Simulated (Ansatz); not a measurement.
# FeAs (Westerveldite): E(q) by the generalised Bloch theorem

Does a spiral lie below the collinear start of FeAs (Westerveldite), and how stiff are the moments?

Method: PBEsol, PAW set soft_1 (files made for PBE), in Ansatz 0.2.0.

The database entry behind the starting cell differs from later determinations by our own check (old inner coordinates), so it need not match the best structure at ambient conditions.

### 1. Set-up

It takes space group Pnma (No. 62, orthorhombic). Conventional cell: a = 5.439 Å, b = 3.373 Å, c = 6.028 Å, α = 90.00°, β = 90.00°, γ = 90.00°. Fe has 6 As at 2.34 to 2.57 Å nearest. As has 6 Fe at 2.34 to 2.57 Å nearest. Farther neighbours are not listed.

The cell of this run holds 8 atoms, 4 of them with a starting moment; values «a cell» refer to the cell of the run in question.

### 2. Collinear start 1: ferro ++++

The order that a run ends on hangs on its start, so several orders are typed and the lowest is carried on.

Contents of input.yaml:

```yaml
crystal:
  lattice:
    - [5.439, 0.0, 0.0]
    - [0.0, 3.373, 0.0]
    - [0.0, 0.0, 6.028]
  atoms:
    - { symbol: Fe, position: [0.99, 0.75, 0.19], spin: 2.8 }
    - { symbol: Fe, position: [0.01, 0.25, 0.81], spin: 2.8 }
    - { symbol: Fe, position: [0.51, 0.25, 0.69], spin: 2.8 }
    - { symbol: Fe, position: [0.49, 0.75, 0.31], spin: 2.8 }
    - { symbol: As, position: [0.8, 0.75, 0.58] }
    - { symbol: As, position: [0.2, 0.25, 0.42] }
    - { symbol: As, position: [0.7, 0.25, 0.08] }
    - { symbol: As, position: [0.3, 0.75, 0.92] }
magnetization:
  spin_polarized: true
kpoints:
  mp_grid: { grid: [6, 8, 6] }
hamiltonian:
  xc: pbesol
  pseudopotentials: { kind: paw, azcp: { folder: soft_1 }, xc_functional: pbe }
scf:
  occupations: { method: fermi_dirac, width: 0.05 }
  max_iter: 120
  convergence: { dr2_threshold: 1.0e-08 }
  lower_state_search: "off"
output:
  write_density: true
  write_potential: true
  elf: true
  volumetric_format: npy
```

The run is started by

```sh
$ ansatz run input.yaml --threads 2 --pin off --max-ram 5632MiB --backend cpu --events-out ev --progress --plain --runs-dir out
```

Numbers of over 12 decimals in the logs are rounded to 6 here.

The program printed:

```text
Engine: ansatz 0.2.0, aarch64-unknown-linux-gnu
Pseudopotentials: kind: paw
Pseudopotential: Fe, paw, valence charge 16, recommended cutoff 420 eV (normal), soft_1/Fe.paw.azcp
Pseudopotential: As, paw, valence charge 15, recommended cutoff 420 eV (normal), soft_1/As.paw.azcp
Functional definition: PBEsol
  exchange = pbesol_x
  correlation = pbesol_c
Crystal: 8 atoms, lattice volume = 110.588 Å³
Basis set: ecut = 420 eV, 2189 PW (Γ)
Bands: 82, of which v1, the nominal top of the filled ones, is band 62 counted from 1 (61 counted from 0)
Symmetry: 8 space group operations
Space group: Pnma (ITA 62), of the structure as read, at distance tolerance 4.8e-5 Å
Magnetic group: BNS 62.441 (UNI 539), of the structure as read, at distance tolerance 4.8e-5 Å
k-points: 80 of 288
Non-local potential: Fe, projectors of the file, l = 0: 3, l = 1: 2, l = 2: 3, l = 3: 1
Non-local potential: As, projectors of the file, l = 0: 2, l = 1: 2, l = 2: 3, l = 3: 1
PAW form: soft (Blöchl's): semilocal exchange-correlation on the pseudo side does not see the compensation charge
PAW frozen core: Fe, regenerated for the run's functional, and the local potential with it (the file was generated under x = pbe(κ = 0.804, μ = 0.219515), c = pbe(β = 0.066725))
PAW frozen core: As, regenerated for the run's functional, and the local potential with it (the file was generated under x = pbe(κ = 0.804, μ = 0.219515), c = pbe(β = 0.066725))
PAW one-centre angular grid: Fe, 590 points (default); XC on 64 Gauss nodes
PAW one-centre angular grid: As, 590 points (default); XC on 64 Gauss nodes
Initial density: superposition of atomic densities (chi_scale 0.1, normalization cell)
Starting moments: Σ|m| = 11.2 μB on 4 of 8 sites
Initial wavefunctions: pseudopotential atomic-orbital guess
Functional: x = pbesol(κ = 0.804, μ = 0.123457), c = pbesol(β = 0.046)
SCF iter   1: F=—  HF=-37049.747220 eV  |F-HF|=—  |Δ(HF+E_count)|=         —  Δρ=9.69e-2 (↑4.55e-2 ↓9.69e-2)  dr2=9.08e0  dr2_m=4.48e0  M=6.377 μB ∫|m|=7.575 μB  β_m=0.30  ethr=3.10e-3  ⟨swp⟩=5.4  Hψ=44224  notcnv=0  defer=12
preconditioner: auto → Kerker (q_TF=auto, 2.781 Å⁻¹)  [metal: Δε(μ)=0.003 eV  Ē_g=9.321 eV  σ=0.050 eV  W_gap=0.02  n_scr=38 (ndim 8)  ℏωp=25.5 eV  f_vac=0.000  D(μ)=9.47/eV (n_scr^D=116)]
spin=Collinear: Kerker preconditioning applied to the charge; magnetization (m = ρ↑ − ρ↓) channel mixes plain (no charge-response kernel on spin).
SCF iter   2: F=—  HF=-37049.244788 eV  |F-HF|=—  |Δ(HF+E_count)|=   5.02e-1  Δρ=5.80e-2 (↑5.80e-2 ↓3.95e-2)  dr2=1.51e0  dr2_m=2.11e0  M=6.579 μB ∫|m|=7.736 μB  β_m=0.30  ethr=3.10e-3  ⟨swp⟩=3.0  Hψ=19893  notcnv=0  defer=1558
SCF iter   3: F=—  HF=-37049.253079 eV  |F-HF|=—  |Δ(HF+E_count)|=   8.29e-3  Δρ=4.11e-2 (↑4.11e-2 ↓4.08e-2)  dr2=1.20e0  dr2_m=1.53e0  M=6.157 μB ∫|m|=7.401 μB  β_m=0.30  ethr=1.22e-3  ⟨swp⟩=2.4  Hψ=14375  notcnv=0  defer=1559
SCF iter   4: F=—  HF=-37049.086341 eV  |F-HF|=—  |Δ(HF+E_count)|=   1.67e-1  Δρ=2.93e-2 (↑2.93e-2 ↓2.19e-2)  dr2=1.70e-1  dr2_m=6.40e-1  M=6.290 μB ∫|m|=7.488 μB  β_m=0.30  ethr=9.65e-4  ⟨swp⟩=2.9  Hψ=18184  notcnv=0  defer=1559
SCF iter   5: F=—  HF=-37049.144291 eV  |F-HF|=—  |Δ(HF+E_count)|=   5.79e-2  Δρ=2.42e-2 (↑2.42e-2 ↓2.31e-2)  dr2=2.21e-2  dr2_m=5.62e-1  M=5.962 μB ∫|m|=7.205 μB  β_m=0.30  ethr=1.37e-4  ⟨swp⟩=2.0  Hψ=16456  notcnv=0  defer=1552
SCF iter   6: F=—  HF=-37049.203753 eV  |F-HF|=—  |Δ(HF+E_count)|=   5.95e-2  Δρ=2.12e-2 (↑2.12e-2 ↓2.05e-2)  dr2=5.84e-3  dr2_m=4.39e-1  M=5.744 μB ∫|m|=6.998 μB  β_m=0.30  ethr=1.78e-5  ⟨swp⟩=2.0  Hψ=20576  notcnv=0  defer=1552
SCF iter   7: F=—  HF=-37049.250734 eV  |F-HF|=—  |Δ(HF+E_count)|=   4.70e-2  Δρ=2.08e-2 (↑1.83e-2 ↓2.08e-2)  dr2=1.20e-2  dr2_m=3.86e-1  M=5.487 μB ∫|m|=6.754 μB  β_m=0.30  ethr=4.71e-6  ⟨swp⟩=2.6  Hψ=20908  notcnv=0  defer=1552
SCF iter   8: F=—  HF=-37049.287752 eV  |F-HF|=—  |Δ(HF+E_count)|=   3.70e-2  Δρ=1.78e-2 (↑1.70e-2 ↓1.78e-2)  dr2=1.48e-3  dr2_m=3.08e-1  M=5.309 μB ∫|m|=6.565 μB  β_m=0.30  ethr=4.71e-6  ⟨swp⟩=2.0  Hψ=21286  notcnv=0  defer=1552
SCF iter   9: F=—  HF=-37049.317532 eV  |F-HF|=—  |Δ(HF+E_count)|=   2.98e-2  Δρ=1.67e-2 (↑1.56e-2 ↓1.67e-2)  dr2=2.79e-3  dr2_m=2.64e-1  M=5.116 μB ∫|m|=6.366 μB  β_m=0.30  ethr=1.20e-6  ⟨swp⟩=2.0  Hψ=20183  notcnv=0  defer=1552
SCF iter  10: F=—  HF=-37049.342324 eV  |F-HF|=—  |Δ(HF+E_count)|=   2.48e-2  Δρ=1.51e-2 (↑1.51e-2 ↓1.40e-2)  dr2=1.92e-3  dr2_m=2.14e-1  M=4.970 μB ∫|m|=6.199 μB  β_m=0.30  ethr=1.20e-6  ⟨swp⟩=2.0  Hψ=20543  notcnv=0  defer=1552
[...]
spin-set hold released at iteration 15 (site moments' squared step at or under half its running peak, from the soft ceiling on): the magnetisation degrees of freedom join the quasi-Newton model from the next iteration; the mixer history was flushed
[...]
SCF iter  20: F=—  HF=-37049.508146 eV  |F-HF|=—  |Δ(HF+E_count)|=   1.31e-3  Δρ=1.13e-3 (↑1.13e-3 ↓9.87e-4)  dr2=8.52e-5  dr2_m=1.07e-3  M=2.777 μB ∫|m|=3.406 μB  β_m=0.87  ethr=3.46e-7  ⟨swp⟩=2.0  Hψ=23062  notcnv=0  defer=1556
SCF iter  21: F=—  HF=-37049.508977 eV  |F-HF|=—  |Δ(HF+E_count)|=   8.31e-4  Δρ=3.28e-4 (↑2.47e-4 ↓3.28e-4)  dr2=1.78e-4  dr2_m=2.99e-5  M=2.634 μB ∫|m|=3.212 μB  β_m=0.86  ethr=6.87e-8  ⟨swp⟩=2.8  Hψ=22622  notcnv=0  defer=1556
SCF iter  22: F=—  HF=-37049.508967 eV  |F-HF|=—  |Δ(HF+E_count)|=   1.02e-5  Δρ=2.27e-4 (↑2.27e-4 ↓8.55e-5)  dr2=4.18e-5  dr2_m=1.80e-5  M=2.618 μB ∫|m|=3.192 μB  β_m=0.83  ethr=6.87e-8  ⟨swp⟩=2.5  Hψ=21708  notcnv=0  defer=1560
SCF iter  23: F=—  HF=-37049.508972 eV  |F-HF|=—  |Δ(HF+E_count)|=   5.79e-6  Δρ=3.03e-5 (↑3.03e-5 ↓2.93e-5)  dr2=1.75e-6  dr2_m=2.45e-7  M=2.631 μB ∫|m|=3.212 μB  β_m=0.88  ethr=3.37e-8  ⟨swp⟩=2.0  Hψ=20046  notcnv=0  defer=1560
SCF iter  24: F=—  HF=-37049.508972 eV  |F-HF|=—  |Δ(HF+E_count)|=   4.57e-7  Δρ=2.53e-5 (↑8.61e-6 ↓2.53e-5)  dr2=9.78e-7  dr2_m=1.14e-7  M=2.630 μB ∫|m|=3.211 μB  β_m=0.94  ethr=1.41e-9  ⟨swp⟩=2.0  Hψ=18815  notcnv=0  defer=1560
SCF iter  25: F=—  HF=-37049.508972 eV  |F-HF|=—  |Δ(HF+E_count)|=   7.58e-8  Δρ=7.21e-6 (↑7.21e-6 ↓6.10e-6)  dr2=2.60e-8  dr2_m=3.46e-8  M=2.632 μB ∫|m|=3.213 μB  β_m=0.84  ethr=7.89e-10  ⟨swp⟩=2.0  Hψ=16992  notcnv=0  defer=1560
SCF iter  26: F=—  HF=-37049.508972 eV  |F-HF|=—  |Δ(HF+E_count)|=   1.38e-9  Δρ=2.86e-6 (↑1.76e-6 ↓2.86e-6)  dr2=1.52e-8  dr2_m=9.87e-10  M=2.631 μB ∫|m|=3.212 μB  β_m=0.78  ethr=2.09e-11  ⟨swp⟩=2.0  Hψ=21620  notcnv=0  defer=1560
iter 27 met the thresholds in force, and the SCF goes on: an eigenvalue changes by 0.17 meV, over its tolerance of 0.16 meV (output.eigenvalues, Limitations)
SCF iter  27: F=-37049.508972 eV  HF=-37049.508972 eV  |F-HF|=3.91e-9  |Δ(HF+E_count)|=   1.21e-9  Δρ=1.25e-6 (↑9.16e-7 ↓1.25e-6)  dr2=4.87e-9  dr2_m=7.27e-11  M=2.631 μB ∫|m|=3.212 μB  β_m=0.89  ethr=8.06e-12  ⟨swp⟩=9.0  Hψ=46470  notcnv=0
SCF iter  28: F=-37049.508972 eV  HF=-37049.508972 eV  |F-HF|=1.24e-9  |Δ(HF+E_count)|=  2.98e-10  Δρ=7.33e-7 (↑5.36e-7 ↓7.33e-7)  dr2=1.33e-9  dr2_m=3.85e-11  M=2.631 μB ∫|m|=3.212 μB  ethr=3.93e-12  ⟨swp⟩=1.1  Hψ=28170  notcnv=0
SCF 1 converged in 28 iterations: F = -37049.508972 eV  dr2 = 1.33e-9
  greatest PAW one-centre occupation: 1.001 electrons in one spin orbital (limit 2), on the Fe atom at site 3 (counted from 0), in its partial waves of l = 1
SCF converged after 28 iterations
an eigenvalue changed by more than its tolerance at an iteration that met the thresholds in force, so the SCF went on 1 time: the last check found none over its tolerance
Magnetization: 2.6313 μB (63.3156 up, 60.6844 down)
Absolute magnetization: 3.2115 μB (∫|ρ↑−ρ↓|, with the PAW one-centre terms)
Spin contamination: 0.0526 ħ² per cell (⟨S²⟩ above its minimum at these occupations)
Per-site moments (μB) at R_I (Å): [(0.703183, 0.966681), (0.703183, 0.966681), (0.703183, 0.966681), (0.703183, 0.966681), (-0.032414, 0.966681), (-0.032414, 0.966681), (-0.032414, 0.966681), (-0.032414, 0.966681)]
Free energy (F): -37049.508972 eV
Harris-Foulkes:  -37049.508972 eV  (|F-HF|=1.24e-9)
Internal energy: -37049.442576 eV  (E = F + TS)
E sigma→0 (E₀):  -37049.475774 eV
Entropy (-TS):   -0.066396 eV (-8.300 meV/atom)
Fermi energy:    15.857272 eV
--- Per-component energies (eV) ---
  E_band       = -1638.223027
  E_kinetic    = 1727.908693
  E_local      = -15730.757232  (includes V_loc(G=0)·N_el)
  E_nonlocal   = -395.087016
  E_hartree    = 7695.407969
  E_xc         = -723.800946
  E_vxc        = -867.967047  (∫ρ·V_xc dr)
  E_paw        = -13294.414258  (= ΣΔE_a)
  E_vpaw       = -1763.136468  (= ΣTr[D̂ρ^β])
  E_aug_tail   = -0.004118  (compensation charges beyond the density's cutoff)
  E_ewald      = -16333.278197
  E_core_change = 4.582529  (= ΣΔE_core)
  E_smearing   = -0.066396  (= −TS)
  E_closure    = -0.000000  (closes the sum)
  Σ components = -37049.508972   (vs F -37049.508972, Δ=0.00e0)
--- Band table (eV; the first three rows and the last of 160) ---
  k-point 0 ↑: bands = [... 58 lower, 14.7675, 14.9260, 15.1137, 15.2136, 15.3184, 15.7150, 16.4668, 16.9188, ... 16 higher]
  k-point 1 ↑: bands = [... 58 lower, 14.7509, 14.8336, 15.0828, 15.2203, 15.5242, 15.7684, 16.5590, 16.8847, ... 16 higher]
  k-point 2 ↑: bands = [... 58 lower, 14.7265, 14.8315, 15.0143, 15.0303, 15.9400, 16.1144, 16.5720, 16.8349, ... 16 higher]
  k-point 79 ↓: bands = [... 58 lower, 15.6064, 15.6064, 16.0554, 16.0554, 16.0554, 16.0554, 18.0100, 18.0100, ... 16 higher]
```

Wall time 4 min (2 threads of Arm Neoverse N1, shared host); peak memory 1.1 GiB; 7.8 min of CPU time.

In the SCF lines HF is the Harris–Foulkes energy and dr2 the Hartree energy of the density residual, in eV; the loop may stop once dr2 is under the threshold and the program's other checks hold. Hψ counts applications of the Hamiltonian.

It ends ferromagnetic, with 0.703 μB on the largest site.

### 3. Collinear start 2: antiferro ++--

input.yaml, the sections that differ from step 2:

```yaml
crystal:
  lattice:
    - [5.439, 0.0, 0.0]
    - [0.0, 3.373, 0.0]
    - [0.0, 0.0, 6.028]
  atoms:
    - { symbol: Fe, position: [0.99, 0.75, 0.19], spin: 2.8 }
    - { symbol: Fe, position: [0.01, 0.25, 0.81], spin: 2.8 }
    - { symbol: Fe, position: [0.51, 0.25, 0.69], spin: -2.8 }
    - { symbol: Fe, position: [0.49, 0.75, 0.31], spin: -2.8 }
    - { symbol: As, position: [0.8, 0.75, 0.58] }
    - { symbol: As, position: [0.2, 0.25, 0.42] }
    - { symbol: As, position: [0.7, 0.25, 0.08] }
    - { symbol: As, position: [0.3, 0.75, 0.92] }
# magnetization, kpoints, hamiltonian, scf: as in step 2
# output: removed
```

The program printed:

```text
[...]
Crystal: 8 atoms, lattice volume = 110.588 Å³
Basis set: ecut = 420 eV, 2189 PW (Γ)
Bands: 82, of which v1, the nominal top of the filled ones, is band 62 counted from 1 (61 counted from 0)
Symmetry: 4 space group operations
[...]
k-points: 100 of 288
[...]
Starting moments: Σ|m| = 11.2 μB on 4 of 8 sites
[...]
Per-site moments (μB) at R_I (Å): [(0.995875, 0.966681), (0.995875, 0.966681), (-0.995874, 0.966681), (-0.995874, 0.966681), (0.00303152, 0.966681), (0.00303152, 0.966681), (-0.00303159, 0.966681), (-0.00303159, 0.966681)]
Free energy (F): -37049.578474 eV
[...]
Internal energy: -37049.539634 eV  (E = F + TS)
E sigma→0 (E₀):  -37049.559054 eV
Entropy (-TS):   -0.038840 eV (-4.855 meV/atom)
Fermi energy:    15.917850 eV
[...]
[key lines of the parts left out:]
SCF converged after 27 iterations
Magnetization: 0.0000 μB (62.0000 up, 62.0000 down)
```

Elapsed: 3.9 min, on 2 threads; peak memory 1.3 GiB; 7.7 min of CPU time.

It ends antiferromagnetic, with 0.996 μB on the largest site.

### 4. Collinear start 3: antiferro +-+-

input.yaml: that of step 3 with these lines changed.

```diff
@@ -7,4 +7,4 @@
     - { symbol: Fe, position: [0.99, 0.75, 0.19], spin: 2.8 }
-    - { symbol: Fe, position: [0.01, 0.25, 0.81], spin: 2.8 }
-    - { symbol: Fe, position: [0.51, 0.25, 0.69], spin: -2.8 }
+    - { symbol: Fe, position: [0.01, 0.25, 0.81], spin: -2.8 }
+    - { symbol: Fe, position: [0.51, 0.25, 0.69], spin: 2.8 }
     - { symbol: Fe, position: [0.49, 0.75, 0.31], spin: -2.8 }
```

The program printed:

```text
[...]
Crystal: 8 atoms, lattice volume = 110.588 Å³
Basis set: ecut = 420 eV, 2189 PW (Γ)
Bands: 82, of which v1, the nominal top of the filled ones, is band 62 counted from 1 (61 counted from 0)
Symmetry: 4 space group operations
[...]
k-points: 80 of 288 (time reversal used)
[...]
Starting moments: Σ|m| = 11.2 μB on 4 of 8 sites
[...]
Per-site moments (μB) at R_I (Å): [(1.215804, 0.966681), (-1.215804, 0.966681), (1.215804, 0.966681), (-1.215804, 0.966681), (-0.00434726, 0.966681), (0.00434732, 0.966681), (-0.00434726, 0.966681), (0.00434732, 0.966681)]
Free energy (F): -37049.612878 eV
[...]
Internal energy: -37049.583343 eV  (E = F + TS)
E sigma→0 (E₀):  -37049.598111 eV
Entropy (-TS):   -0.029534 eV (-3.692 meV/atom)
Fermi energy:    15.834288 eV
[...]
[key lines of the parts left out:]
SCF converged after 27 iterations
Magnetization: -0.0000 μB (62.0000 up, 62.0000 down)
```

The job ended after 6.4 min (2 threads; peak memory 1.1 GiB; 13 min of CPU time).

It ends antiferromagnetic, with 1.22 μB on the largest site.

### 5. The collinear states

| typed order | atoms | final state | energy (meV/atom) | largest moment (μB) |
| --- | --- | --- | --- | --- |
| ferro ++++ | 8 | ferromagnetic | 12.99 | 0.70 |
| antiferro ++-- | 8 | antiferromagnetic | 4.30 | 1.00 |
| antiferro +-+- | 8 | antiferromagnetic | 0.00 | 1.22 |

The session goes on from the lowest state with moments found, typed antiferro +-+-.

Spin moment in the atom's sphere by atom:

| atom | spin moment in the atom's sphere (μB) |
| --- | --- |
| Fe1 | 1.22 |
| Fe2 | -1.22 |
| Fe3 | 1.22 |
| Fe4 | -1.22 |
| As5 | 0.00 |
| As6 | 0.00 |
| As7 | 0.00 |
| As8 | 0.00 |

Tables count atoms from 1; parts of the log count from 0.

### 6. The same state on a denser mesh

Levels at the Fermi energy are partly filled, so moments and energy differences can hang on the k-mesh, and the state is solved again on a denser one.

input.yaml, the sections that differ from step 4:

```yaml
crystal:
  lattice:
    - [5.439, 0.0, 0.0]
    - [0.0, 3.373, 0.0]
    - [0.0, 0.0, 6.028]
  atoms:
    - { symbol: Fe, position: [0.99, 0.75, 0.19], spin: 1.22 }
    - { symbol: Fe, position: [0.01, 0.25, 0.81], spin: -1.22 }
    - { symbol: Fe, position: [0.51, 0.25, 0.69], spin: 1.22 }
    - { symbol: Fe, position: [0.49, 0.75, 0.31], spin: -1.22 }
    - { symbol: As, position: [0.8, 0.75, 0.58] }
    - { symbol: As, position: [0.2, 0.25, 0.42] }
    - { symbol: As, position: [0.7, 0.25, 0.08] }
    - { symbol: As, position: [0.3, 0.75, 0.92] }
kpoints:
  mp_grid: { grid: [7, 11, 7] }
basis:
  ecutwfc: 420.0
checkpoint:
  read: start
  write: ck
  compress: false
  write_wavefunctions: false
  write_every: 100000
# magnetization, hamiltonian, scf: as in step 4
```

The run is started by

```sh
$ ansatz run input.yaml --threads 4 --pin off --max-ram 11264MiB --backend cpu --events-out ev --progress --plain --runs-dir out
```

The program printed:

```text
[...]
Per-site moments (μB) at R_I (Å): [(1.216861, 0.966681), (-1.216862, 0.966681), (1.216861, 0.966681), (-1.216862, 0.966681), (-0.00432036, 0.966681), (0.00432049, 0.966681), (-0.00432036, 0.966681), (0.00432049, 0.966681)]
Free energy (F): -37049.612693 eV
[...]
Internal energy: -37049.583299 eV  (E = F + TS)
E sigma→0 (E₀):  -37049.597996 eV
Entropy (-TS):   -0.029394 eV (-3.674 meV/atom)
Fermi energy:    15.831625 eV
[...]
[key lines of the parts left out:]
SCF converged after 8 iterations
Magnetization: -0.0000 μB (62.0000 up, 62.0000 down)
```

Elapsed: 84 s, on 4 threads; peak memory 1.3 GiB.

Spin moment in the atom's sphere by atom:

| atom | spin moment in the atom's sphere (μB) |
| --- | --- |
| Fe1 | 1.22 |
| Fe2 | -1.22 |
| Fe3 | 1.22 |
| Fe4 | -1.22 |
| As5 | 0.00 |
| As6 | 0.00 |
| As7 | 0.00 |
| As8 | 0.00 |

The run ends antiferromagnetic, with a net moment of 0 μB a cell.

Each spiral starts from these moments, tilted 90° from the rotation axis z (a flat spiral); sizes are free, while the program holds flat spirals in their plane. Spin–orbit coupling is switched off, so the energy does not depend on how the axis lies in the crystal. The folder named start holds the saved collinear state, from which each run begins.

The runs on spinors take the mesh 8×12×8.

[end of part 1 of 2]

[Logs and program files are shortened in this print: banners, set-up blocks, solver, clock and traceback lines can be left out without a mark of their own.]

[Logs are printed without paths, hosts, clocks, repeated set-up lines and the standing remarks that a program may print on its own settings, such as how far it seeks lower states.]

[Hosts, paths, dates, database ids (printed as entryN), source tags and the programs' standing remarks are cut or masked in the printed files.]
